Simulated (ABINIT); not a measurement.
**Li3Ta (Pm-3m): zone-centre phonons**

Which modes does Li3Ta (Pm-3m) have at the zone centre?

Method: DFT PBE, scalar-relativistic, plane waves, PseudoDojo norm-conserving pseudopotentials, in ABINIT 10.8.3.

The structure was built from a prototype and need not be the compound's stable phase.

**1. Starting point**

It takes space group Pm-3m (No. 221, cubic). Conventional cell: a = 4.268 Å, b = 4.268 Å, c = 4.268 Å, α = 90.00°, β = 90.00°, γ = 90.00°. Nearest to Ta lie 12 Li at 3.02 Å. Nearest to Li lie 4 Ta at 3.02 Å and 8 Li at 3.02 Å. Farther neighbours are not listed.

**2. A probe with smearing**

A first run with smearing and empty bands tells whether the crystal has a gap, which decides between fixed occupations and smearing later on.

probe.abi

```
# ground state
tolvrs 1.0d-08
prtden 1
prtwf 1

# basis, mesh and filling
ecut 33.0
ngkpt 4 4 4
nshiftk 1
shiftk 0.0 0.0 0.0
istwfk *1
occopt 7
tsmear 0.005
nband 18
nstep 100
diemac 9.0
prtebands 0
prtgsr 0
useylm 1

# cell and atoms
acell 3*1.0 Angstrom
rprim 
    4.26827197 0.0 0.0
    0.0 4.26827197 0.0
    0.0 0.0 4.26827197
ntypat 2
znucl 73 3
natom 4
typat 1 2 2 2
xred 
    0.0 0.0 0.0
    0.0 0.5 0.5
    0.5 0.0 0.5
    0.5 0.5 0.0
pp_dirpath "./pseudo"
pseudos "Ta.upf, Li.upf"
```

Command:

```
$ OMP_NUM_THREADS=1 mpirun -n 4 abinit probe.abi > probe.log
```

Numbers of over 12 decimals in the logs are rounded to 6 here.

probe.abo, the main output file:

```text
[banners, grids, parts of the stress and lines that vanish by symmetry left out]
- input  file    -> probe.abi
- output file    -> probe.abo
- root for input  files -> probei
[...]
Symmetries : space group Pm -3 m (#221); Bravais cP (primitive cubic)
[...]
mpw =        4780          nfft =       91125          nkpt =          10
[...]
== DATASET  1 ==================================================================
[...]
cutoff_energies: {ecut:  33.0, pawecutdg:  -1.0, }
[...]
ETOT  1  -86.471627050304    -8.647E+01 6.191E-02 4.519E+02
 ETOT  2  -86.372262234763     9.936E-02 3.600E-03 1.289E+03
 ETOT  3  -86.584756259076    -2.125E-01 1.049E-03 2.341E+00
 ETOT  4  -86.584862644130    -1.064E-04 6.533E-04 1.009E+00
 ETOT  5  -86.584979412884    -1.168E-04 1.319E-04 5.609E-02
[...]
ETOT  9  -86.584988389098    -4.988E-12 1.383E-05 2.341E-08
 ETOT 10  -86.584988389099    -7.816E-13 2.604E-05 2.395E-10
 At SCF step   10       vres2   =  2.40E-10 < tolvrs=  1.00E-08 =>converged.
[...]
sigma(1 1)=  1.79937160E-04  sigma(3 2)=  0.00000000E+00
  sigma(2 2)=  1.79937160E-04  sigma(3 1)=  0.00000000E+00
  sigma(3 3)=  1.79937160E-04  sigma(2 1)=  0.00000000E+00
[...]
convergence: {deltae: -7.816E-13, res2:  2.395E-10, residm:  2.604E-05, diffor: null, }
etotal    :  -8.65849884E+01
[...]
sigma(1 1)=  1.79937160E-04  sigma(3 2)=  0.00000000E+00
  sigma(2 2)=  1.79937160E-04  sigma(3 1)=  0.00000000E+00
  sigma(3 3)=  1.79937160E-04  sigma(2 1)=  0.00000000E+00
[...]
- sigma(1 1)=  5.29393402E+00  sigma(3 2)=  0.00000000E+00
- sigma(2 2)=  5.29393402E+00  sigma(3 1)=  0.00000000E+00
- sigma(3 3)=  5.29393402E+00  sigma(2 1)=  0.00000000E+00
[...]
fcart     -0.0000000000E+00 -0.0000000000E+00 -0.0000000000E+00
           strten      1.7993715990E-04  1.7993715990E-04  1.7993715990E-04
================================================================================

[key lines of the parts left out:]
pressure_GPa:  -5.2939E+00
```

The job ended after 9.6 s (4 MPI ranks of Arm Neoverse V2, shared host).

This step gave:

| Item | Value |
| --- | --- |
| volume per atom | 19.44 Å³ |
| pressure | -5.294 GPa |
| gap on the k-mesh | 0 eV |

No gap opens on this mesh, so smearing is kept; the printed pressure holds the stress of the finite basis too.

**3. Rough relaxation**

The typed start is rough, so a first relaxation with smearing and loose thresholds takes it towards rest cheaply.

prerelax.abi

```
# relaxation
ionmov 2
optcell 2
dilatmx 1.15
chkdilatmx 0
ntime 40
tolmxf 3.0d-04
tolvrs 1.0d-10
prtwf 0
prtden 0
chksymtnons 0

# basis, mesh and filling
ecut 33.0
ecutsm 3.0
ngkpt 4 4 4
nshiftk 1
shiftk 0.0 0.0 0.0
istwfk *1
occopt 7
tsmear 0.005
nband 18
nstep 100
diemac 1000000.0
prtebands 0
prtgsr 0
useylm 1

# cell and atoms
acell 3*1.0 Angstrom
rprim 
    4.26827197 0.0 0.0
    0.0 4.26827197 0.0
    0.0 0.0 4.26827197
ntypat 2
znucl 73 3
natom 4
typat 1 2 2 2
xred 
    0.0 0.0 0.0
    0.0 0.5 0.5
    0.5 0.0 0.5
    0.5 0.5 0.0
pp_dirpath "./pseudo"
pseudos "Ta.upf, Li.upf"
```

Command:

```
$ OMP_NUM_THREADS=1 mpirun -n 4 abinit prerelax.abi > prerelax.log
```

prerelax.abo, the main output file:

```text
[banners, grids, parts of the stress and lines that vanish by symmetry left out]
- input  file    -> prerelax.abi
- output file    -> prerelax.abo
- root for input  files -> prerelaxi
[...]
Symmetries : space group Pm -3 m (#221); Bravais cP (primitive cubic)
[...]
mpw =        7248          nfft =      110592          nkpt =          10
[...]
== DATASET  1 ==================================================================
[...]
cutoff_energies: {ecut:  33.0, pawecutdg:  -1.0, }
[...]
ETOT  1  -86.475286748437    -8.648E+01 5.209E-02 5.296E+02
 ETOT  2  -86.440120687085     3.517E-02 3.275E-03 1.049E+03
 ETOT  3  -86.584170305424    -1.440E-01 1.142E-03 3.441E+00
 ETOT  4  -86.584412423400    -2.421E-04 5.811E-04 1.099E+00
 ETOT  5  -86.584544307248    -1.319E-04 3.071E-04 2.101E-02
[...]
At SCF step   11       vres2   =  1.15E-11 < tolvrs=  1.00E-10 =>converged.
[...]
ETOT  9  -86.592445238518    -2.984E-12 1.780E-15 2.440E-12
 At SCF step    9       vres2   =  2.44E-12 < tolvrs=  1.00E-10 =>converged.
[...]
sigma(1 1)=  2.48264076E-07  sigma(3 2)=  0.00000000E+00
  sigma(2 2)=  2.48264076E-07  sigma(3 1)=  0.00000000E+00
  sigma(3 3)=  2.48264076E-07  sigma(2 1)=  0.00000000E+00
[...]
convergence: {deltae: -2.984E-12, res2:  2.440E-12, residm:  1.780E-15, diffor: null, }
etotal    :  -8.65924452E+01
[...]
At Broyd/MD step   5, gradients are converged :
[...]
sigma(1 1)=  2.48264076E-07  sigma(3 2)=  0.00000000E+00
  sigma(2 2)=  2.48264076E-07  sigma(3 1)=  0.00000000E+00
  sigma(3 3)=  2.48264076E-07  sigma(2 1)=  0.00000000E+00
[...]
- sigma(1 1)=  7.30418128E-03  sigma(3 2)=  0.00000000E+00
- sigma(2 2)=  7.30418128E-03  sigma(3 1)=  0.00000000E+00
- sigma(3 3)=  7.30418128E-03  sigma(2 1)=  0.00000000E+00
[...]
fcart     -0.0000000000E+00 -0.0000000000E+00 -0.0000000000E+00
           strten      2.4826407566E-07  2.4826407566E-07  2.4826407566E-07
================================================================================

[key lines of the parts left out:]
pressure_GPa:  -7.3042E-03
Total energy (etotal) [Ha]= -8.65924452385184E+01
```

Wall time 46 s (4 MPI ranks); 3.1 min of CPU time.

Relaxation path:

```csv
step,energy less that of the first step (eV),largest force (eV/Å),volume (Å³)
1,0.0000,0.0000,77.76
2,-0.0362,0.0000,76.57
3,-0.2054,0.0000,63.62
4,-0.2147,0.0000,66.13
5,-0.2149,0.0000,65.79
```

```csv
"conventional cell, symmetrised",before,after,change
a (Å),4.268,4.037,-5.4 %
b (Å),4.268,4.037,-5.4 %
c (Å),4.268,4.037,-5.4 %
volume (Å³/atom),19.44,16.45,-15.4 %
```

The relaxed structure:

```
Ta Li
1.0
     4.03689    0.00000    0.00000
     0.00000    4.03689    0.00000
     0.00000    0.00000    4.03689
Ta Li
1 3
Direct
  0.00000 0.00000 0.00000
  0.00000 0.50000 0.50000
  0.50000 0.00000 0.50000
  0.50000 0.50000 0.00000
```

Read from the output:

```
volume per atom : 16.45 Å³
pressure        : -0.007304 GPa
```

The volume changes by -15.4 % in this run and stands -15.4 % from the first cell.

**4. Rough relaxation**

The cell changed much, so the rough relaxation is repeated on a basis made for the new cell.

Edit prerelax.abi of step 3 so:

```diff
@@ -31,5 +31,5 @@
 rprim 
-    4.26827197 0.0 0.0
-    0.0 4.26827197 0.0
-    0.0 0.0 4.26827197
+    4.036893647 0.0 0.0
+    0.0 4.036893647 0.0
+    0.0 0.0 4.036893647
 ntypat 2
```

prerelax.abo, the main output file:

```text
[banners, grids, parts of the stress and lines that vanish by symmetry left out]
- input  file    -> prerelax.abi
- output file    -> prerelax.abo
- root for input  files -> prerelaxi
[...]
Symmetries : space group Pm -3 m (#221); Bravais cP (primitive cubic)
[...]
mpw =        6152          nfft =      110592          nkpt =          10
[...]
== DATASET  1 ==================================================================
[...]
cutoff_energies: {ecut:  33.0, pawecutdg:  -1.0, }
[...]
ETOT  1  -86.516913087903    -8.652E+01 5.810E-02 4.222E+02
 ETOT  2  -86.515783745400     1.129E-03 5.495E-03 6.230E+02
 ETOT  3  -86.592116377344    -7.633E-02 1.267E-03 2.851E+00
 ETOT  4  -86.592405023831    -2.886E-04 2.629E-04 3.338E-01
 ETOT  5  -86.592444534765    -3.951E-05 2.508E-05 6.459E-03
[...]
ETOT  9  -86.592445238510    -2.451E-11 1.069E-06 3.385E-10
 ETOT 10  -86.592445238515    -4.803E-12 1.906E-06 7.740E-12
 At SCF step   10       vres2   =  7.74E-12 < tolvrs=  1.00E-10 =>converged.
[...]
sigma(1 1)=  2.48414631E-07  sigma(3 2)=  0.00000000E+00
  sigma(2 2)=  2.48414631E-07  sigma(3 1)=  0.00000000E+00
  sigma(3 3)=  2.48414631E-07  sigma(2 1)=  0.00000000E+00
[...]
convergence: {deltae: -4.803E-12, res2:  7.740E-12, residm:  1.906E-06, diffor: null, }
etotal    :  -8.65924452E+01
[...]
At Broyd/MD step   1, gradients are converged :
[...]
sigma(1 1)=  2.48414631E-07  sigma(3 2)=  0.00000000E+00
  sigma(2 2)=  2.48414631E-07  sigma(3 1)=  0.00000000E+00
  sigma(3 3)=  2.48414631E-07  sigma(2 1)=  0.00000000E+00
[...]
- sigma(1 1)=  7.30861078E-03  sigma(3 2)=  0.00000000E+00
- sigma(2 2)=  7.30861078E-03  sigma(3 1)=  0.00000000E+00
- sigma(3 3)=  7.30861078E-03  sigma(2 1)=  0.00000000E+00
[...]
fcart     -0.0000000000E+00 -0.0000000000E+00 -0.0000000000E+00
           strten      2.4841463112E-07  2.4841463111E-07  2.4841463111E-07
================================================================================

[key lines of the parts left out:]
pressure_GPa:  -7.3086E-03
Total energy (etotal) [Ha]= -8.65924452385149E+01
```

It took 10 s on 4 MPI ranks; 40 s of CPU time.

Little changed from the start: no atom moved by 0.005 Å and no cell edge by 0.1 %.

Read from the output:

```yaml
pressure: -0.007309 GPa
```

The volume changes by +0.0 % in this run and stands -15.4 % from the first cell.

**5. Relaxing the cell and atoms**

The harmonic expansion needs vanishing forces, and a free crystal bears no stress, so cell and atoms are brought to rest. Stress is more sensitive to the basis than forces are: the last 3 Ha under the cutoff are smoothed with ecutsm, and the cutoff is raised above that of the later runs.

relax.abi

```
# relaxation
ionmov 2
optcell 2
dilatmx 1.08
ntime 40
tolmxf 1.0d-05
tolvrs 1.0d-14
prtwf 0
prtden 0
chksymtnons 0

# basis, mesh and filling
ecut 41.0
ecutsm 3.0
ngkpt 6 6 6
nshiftk 1
shiftk 0.0 0.0 0.0
istwfk *1
occopt 3
tsmear 0.01
nband 18
nstep 100
diemac 1000000.0
prtebands 0
prtgsr 0
useylm 1

# cell and atoms
acell 3*1.0 Angstrom
rprim 
    4.03689365 0.0 0.0
    0.0 4.03689365 0.0
    0.0 0.0 4.03689365
ntypat 2
znucl 73 3
natom 4
typat 1 2 2 2
xred 
    0.0 0.0 0.0
    0.0 0.5 0.5
    0.5 0.0 0.5
    0.5 0.5 0.0
pp_dirpath "./pseudo"
pseudos "Ta.upf, Li.upf"
```

Command:

```
$ OMP_NUM_THREADS=1 mpirun -n 4 abinit relax.abi > relax.log
```

relax.abo, the main output file:

```text
[banners, grids, parts of the stress and lines that vanish by symmetry left out]
- input  file    -> relax.abi
- output file    -> relax.abo
- root for input  files -> relaxi
[...]
Symmetries : space group Pm -3 m (#221); Bravais cP (primitive cubic)
[...]
mpw =        7088          nfft =      110592          nkpt =          20
[...]
== DATASET  1 ==================================================================
[...]
cutoff_energies: {ecut:  41.0, pawecutdg:  -1.0, }
[...]
ETOT  1  -86.542302981809    -8.654E+01 8.894E-02 3.528E+02
 ETOT  2  -86.564561724110    -2.226E-02 9.342E-03 4.044E+02
 ETOT  3  -86.613231278072    -4.867E-02 1.008E-03 8.192E-01
 ETOT  4  -86.613323341198    -9.206E-05 4.965E-04 7.074E-03
 ETOT  5  -86.613324164913    -8.237E-07 3.486E-05 4.118E-04
[...]
At SCF step   12       vres2   =  6.97E-18 < tolvrs=  1.00E-14 =>converged.
[...]
sigma(1 1)= -3.75186506E-05  sigma(3 2)=  0.00000000E+00
  sigma(2 2)= -3.75186506E-05  sigma(3 1)=  0.00000000E+00
  sigma(3 3)= -3.75186506E-05  sigma(2 1)=  0.00000000E+00
[...]
convergence: {deltae: -1.677E-12, res2:  6.969E-18, residm:  1.466E-06, diffor: null, }
etotal    :  -8.66133242E+01
[...]
ETOT  1  -86.612667178923    -8.661E+01 1.285E-06 6.027E+00
[...]
At SCF step   10       vres2   =  6.23E-16 < tolvrs=  1.00E-14 =>converged.
[...]
sigma(1 1)= -3.27360768E-05  sigma(3 2)=  0.00000000E+00
  sigma(2 2)= -3.27360768E-05  sigma(3 1)=  0.00000000E+00
  sigma(3 3)= -3.27360768E-05  sigma(2 1)=  0.00000000E+00
[...]
convergence: {deltae:  1.478E-12, res2:  6.226E-16, residm:  2.541E-08, diffor: null, }
etotal    :  -8.66133769E+01
[...]
ETOT  1  -86.580103501685    -8.658E+01 2.179E-06 2.874E+02
[...]
At SCF step   11       vres2   =  3.88E-15 < tolvrs=  1.00E-14 =>converged.
[...]
sigma(1 1)= -9.25907619E-07  sigma(3 2)=  0.00000000E+00
  sigma(2 2)= -9.25907619E-07  sigma(3 1)=  0.00000000E+00
  sigma(3 3)= -9.25907619E-07  sigma(2 1)=  0.00000000E+00
[...]
convergence: {deltae:  9.379E-13, res2:  3.879E-15, residm:  5.231E-10, diffor: null, }
etotal    :  -8.66135529E+01
[...]
ETOT  1  -86.613520173102    -8.661E+01 1.381E-08 2.738E-01
[...]
ETOT  9  -86.613553039090     3.098E-12 2.182E-11 2.139E-14
 ETOT 10  -86.613553039097    -6.963E-12 2.110E-12 4.075E-17
 At SCF step   10       vres2   =  4.08E-17 < tolvrs=  1.00E-14 =>converged.
[...]
sigma(1 1)= -2.45373208E-08  sigma(3 2)=  0.00000000E+00
  sigma(2 2)= -2.45373208E-08  sigma(3 1)=  0.00000000E+00
  sigma(3 3)= -2.45373208E-08  sigma(2 1)=  0.00000000E+00
[...]
convergence: {deltae: -6.963E-12, res2:  4.075E-17, residm:  2.110E-12, diffor: null, }
etotal    :  -8.66135530E+01
[...]
At Broyd/MD step   4, gradients are converged :
[...]
sigma(1 1)= -2.45373208E-08  sigma(3 2)=  0.00000000E+00
  sigma(2 2)= -2.45373208E-08  sigma(3 1)=  0.00000000E+00
  sigma(3 3)= -2.45373208E-08  sigma(2 1)=  0.00000000E+00
[...]
- sigma(1 1)= -7.21912902E-04  sigma(3 2)=  0.00000000E+00
- sigma(2 2)= -7.21912902E-04  sigma(3 1)=  0.00000000E+00
- sigma(3 3)= -7.21912902E-04  sigma(2 1)=  0.00000000E+00
[...]
fcart     -0.0000000000E+00 -0.0000000000E+00 -0.0000000000E+00
           strten     -2.4537320811E-08 -2.4537320808E-08 -2.4537320807E-08
================================================================================

[key lines of the parts left out:]
pressure_GPa:   7.2191E-04
Total energy (etotal) [Ha]= -8.66135530390966E+01
```

Elapsed: 63 s, on 4 MPI ranks; 4.2 min of CPU time.

Step by step:

```csv
step,energy less that of the first step (eV),largest force (eV/Å),volume (Å³)
1,0.0000,0.0000,65.79
2,-0.0014,0.0000,66.01
3,-0.0062,0.0000,67.59
4,-0.0062,0.0000,67.63
```

```csv
"conventional cell, symmetrised",before,after,change
a (Å),4.037,4.074,+0.9 %
b (Å),4.037,4.074,+0.9 %
c (Å),4.037,4.074,+0.9 %
volume (Å³/atom),16.45,16.91,+2.8 %
```

The relaxed structure:

```xyz
4
Lattice="4.0743 0.0000 0.0000 0.0000 4.0743 0.0000 0.0000 0.0000 4.0743" Properties=species:S:1:pos:R:3 pbc="T T T"
Ta    0.0000    0.0000    0.0000
Li    0.0000    2.0372    2.0372
Li    2.0372    0.0000    2.0372
Li    2.0372    2.0372    0.0000
```

Numbers from this step:

```yaml
volume_per_atom: 16.91 Å³
pressure: 7.22e-4 GPa
```

The volume changes by +2.8 % in this run and stands -13.0 % from the first cell.

**6. Self-consistent run for the response**

First-order wavefunctions inherit every error of the ground state, hence the very tight tolvrs. Smearing stays on, as the first look found no gap above 0.3 eV.

gs.abi

```
# ground state
tolvrs 1.0d-16
prtden 1
prtwf 1

# basis, mesh and filling
ecut 33.0
ngkpt 6 6 6
nshiftk 1
shiftk 0.0 0.0 0.0
istwfk *1
occopt 3
tsmear 0.01
nband 18
nstep 100
diemac 1000000.0
prtebands 0
prtgsr 0
useylm 1

# cell and atoms
acell 3*1.0 Angstrom
rprim 
    4.074335945 0.0 0.0
    0.0 4.074335945 0.0
    0.0 0.0 4.074335945
ntypat 2
znucl 73 3
natom 4
typat 1 2 2 2
xred 
    0.0 0.0 0.0
    0.0 0.5 0.5
    0.5 0.0 0.5
    0.5 0.5 0.0
pp_dirpath "./pseudo"
pseudos "Ta.upf, Li.upf"
```

Command:

```
$ OMP_NUM_THREADS=1 mpirun -n 4 abinit gs.abi > gs.log
```

gs.abo, the main output file:

```text
[banners, grids, parts of the stress and lines that vanish by symmetry left out]
- input  file    -> gs.abi
- output file    -> gs.abo
- root for input  files -> gsi
[...]
Symmetries : space group Pm -3 m (#221); Bravais cP (primitive cubic)
[...]
mpw =        4224          nfft =       64000          nkpt =          20
[...]
== DATASET  1 ==================================================================
[...]
cutoff_energies: {ecut:  33.0, pawecutdg:  -1.0, }
[...]
ETOT  1  -86.532094803375    -8.653E+01 5.374E-02 2.136E+02
 ETOT  2  -86.557070184862    -2.498E-02 1.105E-02 2.633E+02
 ETOT  3  -86.613113153202    -5.604E-02 2.054E-03 4.607E-01
 ETOT  4  -86.613206421629    -9.327E-05 1.231E-03 9.545E-03
 ETOT  5  -86.613208481464    -2.060E-06 1.861E-04 4.459E-04
[...]
ETOT 11  -86.613208543272    -2.785E-12 1.629E-06 8.455E-14
 ETOT 12  -86.613208543267     5.201E-12 2.386E-06 1.553E-17
 At SCF step   12       vres2   =  1.55E-17 < tolvrs=  1.00E-16 =>converged.
[...]
sigma(1 1)=  9.95587763E-06  sigma(3 2)=  0.00000000E+00
  sigma(2 2)=  9.95587763E-06  sigma(3 1)=  0.00000000E+00
  sigma(3 3)=  9.95587763E-06  sigma(2 1)=  0.00000000E+00
[...]
convergence: {deltae:  5.201E-12, res2:  1.553E-17, residm:  2.386E-06, diffor: null, }
etotal    :  -8.66132085E+01
[...]
sigma(1 1)=  9.95587763E-06  sigma(3 2)=  0.00000000E+00
  sigma(2 2)=  9.95587763E-06  sigma(3 1)=  0.00000000E+00
  sigma(3 3)=  9.95587763E-06  sigma(2 1)=  0.00000000E+00
[...]
- sigma(1 1)=  2.92912033E-01  sigma(3 2)=  0.00000000E+00
- sigma(2 2)=  2.92912033E-01  sigma(3 1)=  0.00000000E+00
- sigma(3 3)=  2.92912033E-01  sigma(2 1)=  0.00000000E+00
[...]
fcart     -0.0000000000E+00 -0.0000000000E+00 -0.0000000000E+00
           strten      9.9558776299E-06  9.9558776299E-06  9.9558776299E-06
================================================================================

[key lines of the parts left out:]
pressure_GPa:  -2.9291E-01
```

It took 13 s on 4 MPI ranks; 51 s of CPU time.

Read from the output:

```yaml
pressure: -0.2929 GPa
```

The cell stands at -0.29 GPa: the relaxation ran with a smoothed and higher cutoff, and the difference is a stress of the finite basis.

[end of part 1 of 3]

[Host names and launcher messages were left out of these logs when they were recorded.]

[Logs are printed without paths, hosts, clocks, repeated set-up lines and the standing remarks that a program may print on its own settings, such as how far it seeks lower states.]

[Hosts, paths, dates, database ids (printed as entryN), source tags and the programs' standing remarks are cut or masked in the printed files.]
